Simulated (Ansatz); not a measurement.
## Sensitivity of the G0W0 gap of Zn3Sb4O6F6 (I-43m)

A base run on Zn3Sb4O6F6 (I-43m), then changed inputs.

Method: G0W0 on PBE, plane waves, PAW; PAW set soft_1, in Ansatz 0.2.0.

Report form: the programs' logs are mostly left out.

### Step 1. Starting point

The structure is cubic, space group I-43m (No. 217). Conventional cell: a = 8.129 Å, b = 8.129 Å, c = 8.129 Å, α = 90.00°, β = 90.00°, γ = 90.00°. Nearest to Zn lie 2 O at 2.02 Å and 4 F at 2.03 Å. Nearest to Sb lie 3 O at 2.01 Å. Nearest to O lie 2 Sb at 2.01 Å and 1 Zn at 2.02 Å. Nearest to F lie 2 Zn at 2.03 Å. Farther neighbours and most contacts between anions are not listed.

Geometry: measured cell, ions relaxed with PBE. The runs that relaxed it are not among those shown. Spin-orbit coupling is left out unless a step names it.

### Step 2. The base run: 2×2×2 mesh, 469 empty bands, screening to 84 eV, PAW set soft_1 files

G0W0 replaces the xc potential by the self-energy, built once from these orbitals. Only a window of levels is corrected, while the sums run over the empty bands that the input names. This step takes PAW set soft_1 files.

input.yaml

```yaml
crystal:
  lattice:
    - [-4.06455, 4.06455, 4.06455]
    - [4.06455, -4.06455, 4.06455]
    - [4.06455, 4.06455, -4.06455]
  atoms:
    - { symbol: Zn, position: [0.0, 0.5, 0.5] }
    - { symbol: Zn, position: [0.5, 0.0, 0.5] }
    - { symbol: Zn, position: [0.5, 0.5, 0.0] }
    - { symbol: Sb, position: [0.3263421628, 0.0, 0.0] }
    - { symbol: Sb, position: [0.0, 0.0, 0.3263421628] }
    - { symbol: Sb, position: [0.0, 0.3263421628, 0.0] }
    - { symbol: Sb, position: [0.6736578372, 0.6736578372, 0.6736578372] }
    - { symbol: O, position: [0.0, 0.7488176488, 0.7488176488] }
    - { symbol: O, position: [0.2511823512, 0.0, 0.2511823512] }
    - { symbol: O, position: [0.0, 0.2511823512, 0.2511823512] }
    - { symbol: O, position: [0.7488176488, 0.0, 0.7488176488] }
    - { symbol: O, position: [0.2511823512, 0.2511823512, 0.0] }
    - { symbol: O, position: [0.7488176488, 0.7488176488, 0.0] }
    - { symbol: F, position: [0.25, 0.75, 0.5] }
    - { symbol: F, position: [0.75, 0.25, 0.5] }
    - { symbol: F, position: [0.5, 0.25, 0.75] }
    - { symbol: F, position: [0.5, 0.75, 0.25] }
    - { symbol: F, position: [0.75, 0.5, 0.25] }
    - { symbol: F, position: [0.25, 0.5, 0.75] }
kpoints:
  mp_grid: { grid: [2, 2, 2] }
hamiltonian:
  xc: pbe
  pseudopotentials: { kind: paw, azcp: { folder: soft_1 } }
scf:
  occupations: { method: fixed }
gw:
  n_empty_bands: 469
  ecut_chi: 84
  qp_bands: [v4, c4]
  qp_kpoints: band_edges
  screening: { model: contour_deformation }
```

Launch:

```console
$ ansatz run input.yaml --threads 2 --pin off --max-ram 92160MiB --backend cuda --events-out ev --progress --plain --runs-dir out --devices 1 --max-vram 13GiB
```

Elapsed: 11 s, on 1 × NVIDIA H100 80GB HBM3 (shared by 6 runs) with 2 threads of AMD EPYC 7R13 (Zen 3), shared host; peak memory 1.5 GiB; 13 s of CPU time.

Numbers from this step:

| Property | Result |
| --- | --- |
| bands summed | 556 |
| RPA ε∞ on this mesh (eigenvalues) | 3.644, 3.644, 3.644 |
| plane waves in the screening matrix | 459 |
| q-points in the mesh | 8 |
| G0W0 gap on the mesh | 4.818 eV |
| k of the valence top | -0.5, -0.5, -0.5 |
| k of the conduction bottom | -0.5, -0.5, -0.5 |
| starting gap on the mesh | 2.820 eV |
| Z at the valence top | 0.7794 |
| Z at the conduction bottom | 0.8235 |
| least direct G0W0 gap on the computed points | 4.818 eV |

The gap on the mesh goes from 2.82 eV to 4.82 eV, a correction of +2.00 eV, though a band edge has moved to another state.

### Step 3. Variant: accuracy level

Edit input.yaml of step 2 so:

```diff
@@ -33,4 +33,4 @@
 gw:
-  n_empty_bands: 469
-  ecut_chi: 84
+  n_empty_bands: 609
+  ecut_chi: 100
   qp_bands: [v4, c4]
@@ -38 +38,2 @@
   screening: { model: contour_deformation }
+accuracy: high
```

Elapsed: 15 s, on 1 × NVIDIA H100 80GB HBM3 (shared by 6 runs) with 2 threads; peak memory 1.6 GiB.

The G0W0 gap on the mesh is 4.840 eV.

Against the base:

```
              setting  base  variant
          empty bands   469      609
screening cutoff (eV)    84      100
             accuracy     -     high
```

```
                                    quantity  variant   base
                    starting gap on the mesh    2.820  2.820
                        G0W0 gap on the mesh    4.840  4.818
least direct G0W0 gap on the computed points    4.840  4.818
                        Z at the valence top    0.778  0.779
                  Z at the conduction bottom    0.823  0.823
```

### Step 4. Variant: norm-conserving files, smooth pair densities

This step: G0W0 on PBE, plane waves, norm-conserving pseudopotentials.

Edit input.yaml of step 3 so:

```diff
@@ -29,3 +29,3 @@
   xc: pbe
-  pseudopotentials: { kind: paw, azcp: { folder: soft_1 } }
+  pseudopotentials: { kind: nc }
 scf:
@@ -33,4 +33,4 @@
 gw:
-  n_empty_bands: 609
-  ecut_chi: 100
+  n_empty_bands: 436
+  ecut_chi: 80
   qp_bands: [v4, c4]
@@ -38,2 +38,2 @@
   screening: { model: contour_deformation }
-accuracy: high
+  pair_densities: pseudo
```

Run time: 18 s. Hardware: 1 × NVIDIA H100 80GB HBM3 (shared by 6 runs) with 2 threads; peak memory 2.8 GiB.

The G0W0 gap on the mesh is 4.290 eV.

Against the base:

```
              setting            base          variant
                files  PAW set soft_1  norm-conserving
          empty bands             469              436
screening cutoff (eV)              84               80
       pair densities               -           pseudo
```

```
                                    quantity  variant   base
                    starting gap on the mesh    2.875  2.820
                        G0W0 gap on the mesh    4.290  4.818
least direct G0W0 gap on the computed points    4.455  4.818
                        Z at the valence top    0.771  0.779
                  Z at the conduction bottom    0.823  0.823
```

### Step 5. Results

| Item | Value |
| --- | --- |
| base | 4.82 eV, 11 s |
| accuracy level | 4.84 eV, 15 s |
| norm-conserving files, smooth pair densities | 4.29 eV, 18 s |

What this shows: Accuracy level: the gap moves by +0.02 eV. The variant differs from the base in empty bands, screening cutoff and accuracy together, so the change can't be laid to one of them. Norm-conserving files, smooth pair densities: the gap moves by −0.53 eV (the plane-wave cutoff goes from 420 to 1320 eV). The variant differs from the base in files, empty bands, screening cutoff and pair densities together, so the change can't be laid to one of them. All runs here use a coarse mesh and modest cutoffs; they test settings and are not final values. The 2×2×2 mesh is coarse for this cell (its supercell is 14 Å along the shortest edge). The RPA ε∞ on it, from the PBE start, is 3.64; such meshes misread the long-range screening, most where the gap is narrow. A d shell, filled or nearly so, lies near the gap. One-shot GW converges very slowly in bands there, not always from below, and on a semilocal start the gap tends to come out low; starts rich in exact exchange can overshoot instead. The many-body steps are scalar-relativistic: spin-orbit coupling is not in them.

[Paths, hosts, dates, memory and timing lines, banners, echoed tables and standing remarks are left out of the program output.]

[Logs are printed without paths, hosts, clocks, repeated set-up lines and the standing remarks that a program may print on its own settings, such as how far it seeks lower states.]

[Runs of the session that timed out or met a known fault of the program may be left out.]

[Cells called generated may have been cut or substituted from an entry of the Crystallography Open Database or the Materials Project.]

[Hosts, paths, dates, database ids (printed as entryN), source tags and the programs' standing remarks are cut or masked in the printed files.]
